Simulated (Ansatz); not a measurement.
# Mg6TlCd: relaxing a made-up structure

This structure for Mg6TlCd is made up. Its elements were placed in a known structure type with a cell scaled to their sizes. What cell does the guess relax to, and how far off was it?

Calculated with Ansatz 0.2.0; DFT, PBE, plane-wave PAW, files of the set soft_1, scalar-relativistic, no spin, cell and ions relaxed at zero pressure; PAW set soft_1, in the first sound run; inputs show where later runs differ.

### 1. Set-up

Symmetry: Amm2, No. 38, orthorhombic system. The conventional cell has a = 5.171 Å, b = 6.398 Å, c = 11.179 Å, α = 90.00°, β = 90.00°, γ = 90.00°. Nearest to Tl lie 10 Mg at 3.14 to 3.25 Å and 2 Cd at 3.18 Å. Nearest to Cd lie 10 Mg at 3.11 to 3.33 Å and 2 Tl at 3.18 Å. Nearest to Mg lie 10 Mg at 3.17 to 3.26 Å and 2 Cd at 3.20 Å. Mg has 2 Cd at 3.11 to 3.33 Å and 2 Tl at 3.14 Å and 8 Mg at 3.15 to 3.26 Å nearest. Nearest to Mg lie 10 Mg at 3.16 to 3.28 Å and 2 Tl at 3.20 Å. Nearest to Mg lie 8 Mg at 3.16 to 3.28 Å and 2 Cd at 3.17 Å and 2 Tl at 3.19 to 3.25 Å. Farther neighbours are not listed.

### 2. Relaxing cell and atoms

The guessed cell has no reason to be at equilibrium. It is relaxed with the atoms, within the space group of the guess.

input.yaml

```yaml
crystal:
  lattice:
    - [5.171, 0.0, 0.0]
    - [0.0, 3.199, 5.5895]
    - [0.0, -3.199, 5.5895]
  atoms:
    - { symbol: Tl, position: [0.0, 0.8354, 0.8354] }
    - { symbol: Cd, position: [0.5, 0.6702, 0.6702] }
    - { symbol: Mg, position: [0.5, 0.1659, 0.1659] }
    - { symbol: Mg, position: [0.5, 0.6642, 0.156] }
    - { symbol: Mg, position: [0.5, 0.156, 0.6642] }
    - { symbol: Mg, position: [0.0, 0.3316, 0.3316] }
    - { symbol: Mg, position: [0.0, 0.837, 0.3392] }
    - { symbol: Mg, position: [0.0, 0.3392, 0.837] }
kpoints:
  mp_grid: { grid: [5, 5, 5] }
scf:
  occupations: { method: fermi_dirac, width: 0.05 }
hamiltonian:
  xc: pbe
  pseudopotentials: { kind: paw, azcp: { folder: soft_1 } }
relax:
  f_tol: 0.015
  max_steps: 70
  cell: {}
output:
  forces: true
  stress: true
```

Command:

```
$ ansatz run input.yaml --threads 4 --pin off --max-ram 10240MiB --backend cpu --events-out ev --progress --plain --runs-dir out
```

Numbers of over 12 decimals in the logs are rounded to 6 here.

The log of the run:

```text
Engine: ansatz 0.2.0, x86_64-unknown-linux-gnu
Pseudopotentials: kind: paw
Pseudopotential: Tl, paw, valence charge 13, recommended cutoff 420 eV (normal), soft_1/Tl.paw.azcp
Pseudopotential: Cd, paw, valence charge 20, recommended cutoff 420 eV (normal), soft_1/Cd.paw.azcp
Pseudopotential: Mg, paw, valence charge 10, recommended cutoff 420 eV (normal), soft_1/Mg.paw.azcp
Functional definition: PBE
  parameter kappa = 0.804
  parameter beta = 0.066725
  exchange = pbe_x(kappa = kappa, mu = beta*pi^2/3)
  correlation = pbe_c(beta = beta)
Crystal: 8 atoms, lattice volume = 184.923 Å³
Basis set: ecut = 420 eV, 3657 PW (Γ), exchange–correlation on 72×90×90 points (8 copies of the dense FFT grid, shifted against one another)
Bands: 56, of which v1, the nominal top of the filled ones, is band 47 counted from 1 (46 counted from 0)
Symmetry: 4 space group operations
Space group: Amm2 (ITA 38), of the structure as read, at distance tolerance 5.7e-5 Å
k-points: 27 of 125 (time reversal used)
Non-local potential: Tl, projectors of the file, l = 0: 2, l = 1: 2, l = 2: 2, l = 3: 1
Non-local potential: Cd, projectors of the file, l = 0: 3, l = 1: 2, l = 2: 2, l = 3: 1
Non-local potential: Mg, projectors of the file, l = 0: 3, l = 1: 2, l = 2: 1
PAW form: soft (Blöchl's): semilocal exchange-correlation on the pseudo side does not see the compensation charge
PAW one-centre angular grid: Tl, 590 points (default); XC on 64 Gauss nodes
PAW one-centre angular grid: Cd, 590 points (default); XC on 64 Gauss nodes
PAW one-centre angular grid: Mg, 110 points (default); XC on 64 Gauss nodes
Initial density: superposition of atomic densities (chi_scale 0.1, normalization cell, long waves kept (reshape's long-wave potential 0.02 eV rms))
Initial wavefunctions: pseudopotential atomic-orbital guess
Functional: x = pbe(κ = 0.804, μ = 0.219515), c = pbe(β = 0.066725)
SCF iter   1: F=—  HF=-31245.258666 eV  |F-HF|=—  |Δ(HF+E_count)|=         —  Δρ=3.92e-2  dr2=5.74e0  ethr=3.10e-3  ⟨swp⟩=9.5  Hψ=6205  notcnv=0
preconditioner: auto → Kerker (q_TF=auto, 2.433 Å⁻¹)  [metal: Δε(μ)=0.049 eV  Ē_g=8.434 eV  σ=0.050 eV  W_gap=0.24  n_scr=46 (ndim 8)  ℏωp=16.6 eV  f_vac=0.000  D(μ)=2.61/eV (n_scr^D=8)]
SCF iter   2: F=—  HF=-31244.157587 eV  |F-HF|=—  |Δ(HF+E_count)|=    1.10e0  Δρ=1.58e-2  dr2=1.40e0  ethr=3.10e-3  ⟨swp⟩=2.2  Hψ=3035  notcnv=0  defer=54
SCF iter   3: F=—  HF=-31243.882838 eV  |F-HF|=—  |Δ(HF+E_count)|=   2.75e-1  Δρ=7.06e-3  dr2=3.24e-1  ethr=1.50e-3  ⟨swp⟩=2.2  Hψ=1947  notcnv=0  defer=54
SCF iter   4: F=—  HF=-31243.811363 eV  |F-HF|=—  |Δ(HF+E_count)|=   7.15e-2  Δρ=1.62e-3  dr2=8.40e-3  ethr=3.48e-4  ⟨swp⟩=3.2  Hψ=2218  notcnv=0  defer=54
SCF iter   5: F=—  HF=-31243.809776 eV  |F-HF|=—  |Δ(HF+E_count)|=   1.59e-3  Δρ=4.46e-4  dr2=6.35e-4  ethr=9.03e-6  ⟨swp⟩=2.0  Hψ=2060  notcnv=0  defer=54
SCF iter   6: F=—  HF=-31243.809666 eV  |F-HF|=—  |Δ(HF+E_count)|=   1.10e-4  Δρ=1.30e-4  dr2=4.89e-5  ethr=6.82e-7  ⟨swp⟩=2.0  Hψ=1964  notcnv=0  defer=54
SCF iter   7: F=—  HF=-31243.809652 eV  |F-HF|=—  |Δ(HF+E_count)|=   1.44e-5  Δρ=3.02e-5  dr2=1.74e-6  ethr=5.26e-8  ⟨swp⟩=2.0  Hψ=1678  notcnv=0  defer=54
SCF iter   8: F=—  HF=-31243.809652 eV  |F-HF|=—  |Δ(HF+E_count)|=   2.71e-7  Δρ=1.01e-5  dr2=2.66e-7  ethr=1.87e-9  ⟨swp⟩=2.0  Hψ=2702  notcnv=0  defer=54
SCF iter   9: F=-31243.809652 eV  HF=-31243.809652 eV  |F-HF|=4.66e-9  |Δ(HF+E_count)|=   4.73e-8  Δρ=2.28e-6  dr2=1.27e-8  ethr=1.08e-10  ⟨swp⟩=4.0  Hψ=4650  notcnv=0
SCF 1 converged in 9 iterations: F = -31243.809652 eV  dr2 = 1.27e-8
  greatest PAW one-centre occupation: 1.000 electrons in one spin orbital (limit 2), on the Cd atom at site 1 (counted from 0), in its partial waves of l = 0
relax step   1: F+E_penalty+E_count = -31243.80965167 eV  Δ(F+E_penalty+E_count) = +0.000e0 eV  max|allowed force component| = 5.951e-1 eV/Å  Δτ_max = 0.0000 Å  P = +0.105 GPa  Ω = 184.923 Å³  (9 SCF iters, dr2 threshold 1.00e-7 eV, accepted)
Crystal: 8 atoms, lattice volume = 184.829 Å³
Basis set: ecut = 420 eV, 3645 PW (Γ), exchange–correlation on 72×90×90 points (8 copies of the dense FFT grid, shifted against one another)
Initial density: handed on by an earlier stage of this run
Initial wavefunctions: those handed on with the density
iter 1 solved again at ethr=3.42e-5 eV; its pass at ethr=3.10e-3 eV (dr2=3.18e-2 eV) is discarded
SCF iter   1: F=—  HF=-31243.924147 eV  |F-HF|=—  |Δ(HF+E_count)|=         —  Δρ=3.75e-3  dr2=3.19e-2  ethr=3.42e-5  ⟨swp⟩=2.0  Hψ=7301  notcnv=0
preconditioner: auto → Kerker (q_TF=auto, 2.433 Å⁻¹)  [metal: Δε(μ)=0.092 eV  Ē_g=9.550 eV  σ=0.050 eV  W_gap=0.41  n_scr=46 (ndim 8)  ℏωp=16.6 eV  f_vac=0.000  D(μ)=2.21/eV (n_scr^D=8)]
SCF iter   2: F=—  HF=-31243.915775 eV  |F-HF|=—  |Δ(HF+E_count)|=   8.37e-3  Δρ=1.90e-3  dr2=8.96e-3  ethr=3.42e-5  ⟨swp⟩=2.0  Hψ=1657  notcnv=0
SCF iter   3: F=—  HF=-31243.913309 eV  |F-HF|=—  |Δ(HF+E_count)|=   2.47e-3  Δρ=3.72e-4  dr2=4.05e-4  ethr=9.64e-6  ⟨swp⟩=2.0  Hψ=2579  notcnv=0
SCF iter   4: F=—  HF=-31243.913363 eV  |F-HF|=—  |Δ(HF+E_count)|=   5.34e-5  Δρ=1.84e-4  dr2=7.80e-5  ethr=4.35e-7  ⟨swp⟩=2.0  Hψ=2581  notcnv=0
SCF iter   5: F=—  HF=-31243.913340 eV  |F-HF|=—  |Δ(HF+E_count)|=   2.28e-5  Δρ=4.27e-5  dr2=8.40e-6  ethr=8.39e-8  ⟨swp⟩=2.0  Hψ=2760  notcnv=0
SCF iter   6: F=-31243.913339 eV  HF=-31243.913339 eV  |F-HF|=2.37e-7  |Δ(HF+E_count)|=   1.31e-6  Δρ=1.12e-5  dr2=3.62e-7  ethr=8.60e-10  ⟨swp⟩=3.0  Hψ=5737  notcnv=0
SCF 2 converged in 6 iterations: F = -31243.913339 eV  dr2 = 3.62e-7
relax step   2: F+E_penalty+E_count = -31243.91333854 eV  Δ(F+E_penalty+E_count) = -1.037e-1 eV  max|allowed force component| = 1.453e-1 eV/Å  Δτ_max = 0.1429 Å  P = -0.051 GPa  Ω = 184.829 Å³  energy of the carried Pulay correction = +7.434e-6 eV  (6 SCF iters, dr2 threshold 8.00e-7 eV, accepted)
Crystal: 8 atoms, lattice volume = 184.369 Å³
Basis set: ecut = 420 eV, 3625 PW (Γ), exchange–correlation on 72×90×90 points (8 copies of the dense FFT grid, shifted against one another)
iter 1 solved again at ethr=8.90e-6 eV; its pass at ethr=3.10e-3 eV (dr2=8.28e-3 eV) is discarded
SCF iter   1: F=—  HF=-31243.924658 eV  |F-HF|=—  |Δ(HF+E_count)|=         —  Δρ=1.68e-3  dr2=8.26e-3  ethr=8.90e-6  ⟨swp⟩=1.9  Hψ=7247  notcnv=0
preconditioner: auto → Resta (q_TF=auto, 2.434 Å⁻¹)  ε∞=4.0  [insulator: Δε(μ)=0.134 eV  Ē_g=9.561 eV  σ=0.050 eV  W_gap=0.56  n_scr=46 (ndim 8)  ℏωp=16.6 eV  f_vac=0.000  D(μ)=2.02/eV (n_scr^D=8)  ε∞_Penn≈4.0]
SCF iter   2: F=—  HF=-31243.922306 eV  |F-HF|=—  |Δ(HF+E_count)|=   2.35e-3  Δρ=6.07e-4  dr2=9.53e-4  ethr=8.88e-6  ⟨swp⟩=2.0  Hψ=1860  notcnv=0
SCF iter   3: F=—  HF=-31243.922071 eV  |F-HF|=—  |Δ(HF+E_count)|=   2.35e-4  Δρ=1.71e-4  dr2=4.76e-5  ethr=1.02e-6  ⟨swp⟩=2.0  Hψ=2179  notcnv=0
SCF iter   4: F=—  HF=-31243.922191 eV  |F-HF|=—  |Δ(HF+E_count)|=   1.20e-4  Δρ=8.54e-5  dr2=1.04e-5  ethr=5.12e-8  ⟨swp⟩=2.0  Hψ=2756  notcnv=0
SCF iter   5: F=-31243.922189 eV  HF=-31243.922189 eV  |F-HF|=5.77e-8  |Δ(HF+E_count)|=   2.68e-6  Δρ=1.06e-5  dr2=2.32e-7  ethr=8.60e-10  ⟨swp⟩=3.1  Hψ=5995  notcnv=0
SCF 3 converged in 5 iterations: F = -31243.922189 eV  dr2 = 2.32e-7
relax step   3: F+E_penalty+E_count = -31243.92218887 eV  Δ(F+E_penalty+E_count) = -8.850e-3 eV  max|allowed force component| = 2.738e-2 eV/Å  Δτ_max = 0.0617 Å  P = +0.070 GPa  Ω = 184.369 Å³  energy of the carried Pulay correction = +4.387e-5 eV  (5 SCF iters, dr2 threshold 8.00e-7 eV, accepted)
Crystal: 8 atoms, lattice volume = 185.261 Å³
iter 1 solved again at ethr=2.59e-6 eV; its pass at ethr=3.10e-3 eV (dr2=2.41e-3 eV) is discarded
SCF iter   1: F=—  HF=-31243.924103 eV  |F-HF|=—  |Δ(HF+E_count)|=         —  Δρ=7.52e-4  dr2=2.44e-3  ethr=2.59e-6  ⟨swp⟩=2.2  Hψ=7001  notcnv=0
preconditioner: auto → Resta (q_TF=auto, 2.432 Å⁻¹)  ε∞=4.0  [insulator: Δε(μ)=0.131 eV  Ē_g=9.559 eV  σ=0.050 eV  W_gap=0.55  n_scr=46 (ndim 8)  ℏωp=16.6 eV  f_vac=0.000  D(μ)=2.07/eV (n_scr^D=8)  ε∞_Penn≈4.0]
SCF iter   2: F=—  HF=-31243.923499 eV  |F-HF|=—  |Δ(HF+E_count)|=   6.04e-4  Δρ=2.86e-4  dr2=2.92e-4  ethr=2.59e-6  ⟨swp⟩=2.0  Hψ=1876  notcnv=0
SCF iter   3: F=—  HF=-31243.923441 eV  |F-HF|=—  |Δ(HF+E_count)|=   5.83e-5  Δρ=8.37e-5  dr2=1.16e-5  ethr=3.14e-7  ⟨swp⟩=2.0  Hψ=1878  notcnv=0
SCF iter   4: F=—  HF=-31243.923562 eV  |F-HF|=—  |Δ(HF+E_count)|=   1.21e-4  Δρ=3.55e-5  dr2=2.07e-6  ethr=1.24e-8  ⟨swp⟩=2.0  Hψ=2581  notcnv=0
SCF iter   5: F=-31243.923561 eV  HF=-31243.923561 eV  |F-HF|=1.22e-8  |Δ(HF+E_count)|=   5.30e-7  Δρ=6.40e-6  dr2=8.68e-8  ethr=1.61e-10  ⟨swp⟩=3.0  Hψ=6014  notcnv=0
SCF 4 converged in 5 iterations: F = -31243.923561 eV  dr2 = 8.68e-8
relax step   4: F+E_penalty+E_count = -31243.92356098 eV  Δ(F+E_penalty+E_count) = -1.372e-3 eV  max|allowed force component| = 6.994e-3 eV/Å  Δτ_max = 0.0213 Å  P = -0.093 GPa  Ω = 185.261 Å³  energy of the carried Pulay correction = -2.664e-5 eV  (5 SCF iters, dr2 threshold 1.50e-7 eV, accepted)
Crystal: 8 atoms, lattice volume = 184.753 Å³
iter 1 solved again at ethr=1.59e-7 eV; its pass at ethr=3.10e-3 eV (dr2=1.47e-4 eV) is discarded
SCF iter   1: F=—  HF=-31243.923734 eV  |F-HF|=—  |Δ(HF+E_count)|=         —  Δρ=1.98e-4  dr2=1.70e-4  ethr=1.59e-7  ⟨swp⟩=3.0  Hψ=6783  notcnv=0
preconditioner: auto → Resta (q_TF=auto, 2.433 Å⁻¹)  ε∞=4.0  [insulator: Δε(μ)=0.128 eV  Ē_g=9.556 eV  σ=0.050 eV  W_gap=0.54  n_scr=46 (ndim 8)  ℏωp=16.6 eV  f_vac=0.000  D(μ)=2.05/eV (n_scr^D=8)  ε∞_Penn≈4.0]
SCF iter   2: F=—  HF=-31243.923718 eV  |F-HF|=—  |Δ(HF+E_count)|=   1.61e-5  Δρ=7.39e-5  dr2=1.74e-5  ethr=1.59e-7  ⟨swp⟩=2.0  Hψ=1884  notcnv=0
SCF iter   3: F=—  HF=-31243.923797 eV  |F-HF|=—  |Δ(HF+E_count)|=   7.86e-5  Δρ=2.48e-5  dr2=1.26e-6  ethr=1.87e-8  ⟨swp⟩=2.0  Hψ=2580  notcnv=0
SCF iter   4: F=—  HF=-31243.923797 eV  |F-HF|=—  |Δ(HF+E_count)|=   4.73e-8  Δρ=1.03e-5  dr2=1.88e-7  ethr=1.36e-9  ⟨swp⟩=2.0  Hψ=1879  notcnv=0
SCF iter   5: F=-31243.923797 eV  HF=-31243.923797 eV  |F-HF|=2.99e-9  |Δ(HF+E_count)|=   9.50e-9  Δρ=1.94e-6  dr2=9.33e-9  ethr=3.71e-11  ⟨swp⟩=4.0  Hψ=4654  notcnv=0
SCF 5 converged in 5 iterations: F = -31243.923797 eV  dr2 = 9.33e-9
relax step   5: F+E_penalty+E_count = -31243.92379683 eV  Δ(F+E_penalty+E_count) = -2.358e-4 eV  max|allowed force component| = 1.905e-3 eV/Å  Δτ_max = 0.0048 Å  P = +0.007 GPa  Ω = 184.753 Å³  energy of the carried Pulay correction = +1.349e-5 eV  (5 SCF iters, dr2 threshold 3.45e-8 eV, accepted)
Initial wavefunctions: pseudopotential atomic-orbital guess (no wavefunctions were taken with the density)
iter 1 solved again at ethr=1.55e-8 eV; its pass at ethr=3.10e-3 eV (dr2=1.44e-5 eV) is discarded
SCF iter   1: F=—  HF=-31243.923362 eV  |F-HF|=—  |Δ(HF+E_count)|=         —  Δρ=1.83e-4  dr2=1.33e-6  ethr=1.55e-8  ⟨swp⟩=4.9  Hψ=11192  notcnv=0
preconditioner: auto → Resta (q_TF=auto, 2.433 Å⁻¹)  ε∞=4.0  [insulator: Δε(μ)=0.128 eV  Ē_g=9.561 eV  σ=0.050 eV  W_gap=0.54  n_scr=46 (ndim 8)  ℏωp=16.6 eV  f_vac=0.000  D(μ)=2.06/eV (n_scr^D=8)  ε∞_Penn≈4.0]
SCF iter   2: F=—  HF=-31243.923701 eV  |F-HF|=—  |Δ(HF+E_count)|=   3.39e-4  Δρ=9.22e-5  dr2=3.40e-7  ethr=1.43e-9  ⟨swp⟩=2.0  Hψ=2501  notcnv=0
SCF iter   3: F=—  HF=-31243.923775 eV  |F-HF|=—  |Δ(HF+E_count)|=   7.40e-5  Δρ=8.02e-7  dr2=8.09e-10  ethr=3.65e-10  ⟨swp⟩=2.0  Hψ=2500  notcnv=0
SCF iter   4: F=—  HF=-31243.923775 eV  |F-HF|=—  |Δ(HF+E_count)|=   1.41e-9  Δρ=2.28e-7  dr2=9.48e-11  ethr=1.00e-12  ⟨swp⟩=5.0  Hψ=5578  notcnv=0
SCF iter   5: F=-31243.923775 eV  HF=-31243.923775 eV  |F-HF|=0.00e0  |Δ(HF+E_count)|=  2.18e-11  Δρ=4.89e-8  dr2=3.77e-12  ethr=1.00e-12  ⟨swp⟩=4.0  Hψ=4332  notcnv=0
SCF 6 converged in 5 iterations: F = -31243.923775 eV  dr2 = 3.77e-12
relax step   6: F+E_penalty+E_count = -31243.92377526 eV  Δ(F+E_penalty+E_count) = +2.157e-5 eV  max|allowed force component| = 1.887e-3 eV/Å  Δτ_max = 0.0000 Å  P = +0.007 GPa  Ω = 184.753 Å³  stress off target by 1.79e-2 GPa  SCF on the basis re-selected at this cell (its energy is not comparable with the rows above)  (5 SCF iters)
basis re-selected at this cell: Δ(F+E_penalty+E_count) = +2.157e-5 eV, ΔP = -0.000 GPa vs the last step (what re-selecting the basis moved, of the pressure what is left beyond the Pulay correction that the steps carried, after the strain that the cell walked since its last selection, with what the two solves' SCF thresholds leave and, on support functions, any second-order correction that the steps lacked; it is no m [...]
SCF converged after 5 iterations
Free energy (F): -31243.923775 eV
Harris-Foulkes:  -31243.923775 eV  (|F-HF|=0.00e0)
Internal energy: -31243.904640 eV  (E = F + TS)
E sigma→0 (E₀):  -31243.914208 eV
Entropy (-TS):   -0.019135 eV (-2.392 meV/atom)
Fermi energy:    7.688035 eV
--- Per-component energies (eV) ---
  E_band       = -2595.886207
  E_kinetic    = 1123.391103
  E_local      = -14687.155696  (includes V_loc(G=0)·N_el)
  E_nonlocal   = 1604.337110
  E_hartree    = 5472.946739
  E_xc         = -499.353098
  E_vxc        = -522.046298  (∫ρ·V_xc dr)
  E_paw        = -16091.307877  (= ΣΔE_a)
  E_vpaw       = -1060.305382  (= ΣTr[D̂ρ^β])
  E_aug_tail   = -0.000644  (compensation charges beyond the density's cutoff)
  E_ewald      = -8166.762276
  E_smearing   = -0.019135  (= −TS)
  E_closure    = 0.000000  (closes the sum)
  Σ components = -31243.923775   (vs F -31243.923775, Δ=0.00e0)
--- Forces (eV/Å), atoms counted from 1 ---
  atom   1  Tl     0.00000000     0.00000000    -0.00011651
  atom   2  Cd     0.00000000     0.00000000    -0.00025236
  atom   3  Mg     0.00000000     0.00000000     0.00028289
  atom   4  Mg     0.00000000    -0.00188718     0.00181327
  atom   5  Mg     0.00000000     0.00188718     0.00181327
  atom   6  Mg     0.00000000     0.00000000    -0.00069124
  atom   7  Mg     0.00000000    -0.00075757    -0.00142438
  atom   8  Mg     0.00000000     0.00075757    -0.00142438
  max |Σ_I F_I| component: 5.57e-7 eV/Å
--- Stress (GPa, compression-positive) ---
       -0.008261       0.000000       0.000000
        0.000000       0.017868       0.000000
        0.000000       0.000000       0.011260
  P = ⅓ Tr σ = 0.0070 GPa (0.070 kbar)
--- Relaxed structure (5 steps of the walk, 5 accepted, 1 SCFs on fresh bases) ---
  F+E_penalty+E_count = -31243.92377526 eV   max|allowed force component| = 1.887e-3 eV/Å   (the final SCF, on the basis selected at the relaxed cell)
  cell:  # Å, volume = 184.7526 Å³
    - [5.255651, 0.0, 0.0]
    - [0.0, 3.144589, 5.589465]
    - [0.0, -3.144589, 5.589465]
  atoms:
    - { symbol: Tl, position: [0.0, 0.842868, 0.842868] }
    - { symbol: Cd, position: [0.5, 0.650418, 0.650418] }
    - { symbol: Mg, position: [0.5, 0.166411, 0.166411] }
    - { symbol: Mg, position: [0.5, 0.660849, 0.166116] }
    - { symbol: Mg, position: [0.5, 0.166116, 0.660849] }
    - { symbol: Mg, position: [0.0, 0.334306, 0.334306] }
    - { symbol: Mg, position: [0.0, 0.837863, 0.340669] }
    - { symbol: Mg, position: [0.0, 0.340669, 0.837863] }
```

Elapsed: 27 s, on 4 threads of Intel Xeon 6975P-C (Granite Rapids), shared host; peak memory 0.7 GiB; 1.7 min of CPU time.

Relaxation path:

| step | energy less that of the first step (eV) | largest force component (eV/Å) | pressure (GPa) | volume (Å³) |
| --- | --- | --- | --- | --- |
| 1 | 0.0000 | 0.5951 | 0.10 | 184.92 |
| 2 | -0.1037 | 0.1453 | -0.05 | 184.83 |
| 3 | -0.1125 | 0.0274 | 0.07 | 184.37 |
| 4 | -0.1139 | 0.0070 | -0.09 | 185.26 |
| 5 | -0.1141 | 0.0019 | 0.01 | 184.75 |
| 6* | -0.1141 | 0.0019 | 0.01 | 184.75 |

Relaxation steps marked * repeat the geometry before them on a plane-wave basis chosen anew for their cell, so energy and pressure can jump there.

The run keeps the 4 symmetry operations that it works with, so distortions that break them were not tested.

| conventional cell, symmetrised | before | after | change |
| --- | --- | --- | --- |
| a (Å) | 5.171 | 5.256 | +1.6 % |
| b (Å) | 6.398 | 6.289 | -1.7 % |
| c (Å) | 11.179 | 11.179 | -0.0 % |
| volume (Å³/atom) | 23.12 | 23.09 | -0.1 % |

The atoms that moved most (Å, as changes of fractional coordinates times the final cell):

| atom | dx | dy | dz | length |
| --- | --- | --- | --- | --- |
| Cd2 | 0.000 | 0.000 | -0.221 | 0.221 |
| Tl1 | 0.000 | 0.000 | 0.083 | 0.083 |
| Mg4 | 0.000 | -0.042 | 0.038 | 0.057 |
| Mg5 | 0.000 | 0.042 | 0.038 | 0.057 |
| Mg6 | 0.000 | 0.000 | 0.030 | 0.030 |
| Mg7 | 0.000 | -0.002 | 0.013 | 0.013 |
| Mg8 | 0.000 | 0.002 | 0.013 | 0.013 |
| Mg3 | 0.000 | 0.000 | 0.006 | 0.006 |

The relaxed structure:

```cif
data_structure
_symmetry_space_group_name_H-M 'P 1'
_symmetry_Int_Tables_number 1
_cell_length_a 5.2557
_cell_length_b 6.4133
_cell_length_c 6.4133
_cell_angle_alpha 58.724
_cell_angle_beta 90.000
_cell_angle_gamma 90.000
_cell_volume 184.75
loop_
_atom_site_label
_atom_site_type_symbol
_atom_site_fract_x
_atom_site_fract_y
_atom_site_fract_z
_atom_site_occupancy
Tl1 Tl 0.00000 0.84287 0.84287 1
Cd2 Cd 0.50000 0.65042 0.65042 1
Mg3 Mg 0.50000 0.16641 0.16641 1
Mg4 Mg 0.50000 0.66085 0.16612 1
Mg5 Mg 0.50000 0.16612 0.66085 1
Mg6 Mg 0.00000 0.33431 0.33431 1
Mg7 Mg 0.00000 0.83786 0.34067 1
Mg8 Mg 0.00000 0.34067 0.83786 1
```

Numbers from this step:

| Quantity | Value |
| --- | --- |
| free energy | -31243.9238 eV |
| energy at zero smearing | -31243.9142 eV |
| smearing term TS | 0.01914 eV |
| Fermi energy | 7.688 eV |
| electrons | 93 |
| symmetry operations | 4 |
| pressure | 0.006956 GPa |

The shortest distance of each pair, which need not be the same contact before and after:

| pair | guess (Å) | relaxed (Å) |
| --- | --- | --- |
| Cd–Mg | 3.109 | 3.072 |
| Mg–Mg | 3.147 | 3.111 |
| Mg–Tl | 3.140 | 3.146 |
| Cd–Tl | 3.177 | 3.396 |
| Tl–Tl | 5.171 | 5.256 |

The relaxation ends with a largest force component of 0.0019 eV/Å and a pressure of 0.01 GPa.

(Continued in part 2 of 2.)

[Logs are printed without paths, hosts, clocks, repeated set-up lines and the standing remarks that a program may print on its own settings, such as how far it seeks lower states.]

[Hosts, paths, dates, database ids (printed as entryN), source tags and the programs' standing remarks are cut or masked in the printed files.]
